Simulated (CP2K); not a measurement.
The C K edge of 3-nitrosothiophene was computed by TDDFT (CP2K XAS_TDP, aug-cc-pVDZ, TDA) at these levels: PBE, PBEh(45%) and PBEh(45%) + GW2X. The first three lines of C3 (bonded to 2 C and N) with a strength over 0.0015, energy in eV and strength:

```csv
run,first,second,third
1,286.86 (0.010),288.49 (0.031),290.25 (0.021)
2,281.56 (0.010),283.19 (0.032),284.95 (0.022)
3,268.77 (0.004),271.18 (0.003),271.19 (0.029)
```

Question: Which run is which?

Run 1: PBEh(45%) + GW2X (45 % exact exchange). Run 2: PBEh(45%) (45 % exact exchange). Run 3: PBE (0 % exact exchange). Self-interaction lifts the core level, so the uncorrected lines rise with the share of exact exchange. The GW2X run keeps the spacings of its parent: 1.63 eV between the first two lines in run 1, 1.63 eV in run 2. Its shift is +5.30 eV, since the Kohn–Sham level at this share of exchange lies that far above the quasiparticle level.

[Banner, clock and machine lines of the logs are left out without a mark of their own.]

[Logs are printed without paths, hosts, clocks, repeated set-up lines and the standing remarks that a program may print on its own settings, such as how far it seeks lower states.]

[Hosts, paths, dates, database ids (printed as entryN), source tags and the programs' standing remarks are cut or masked in the printed files.]
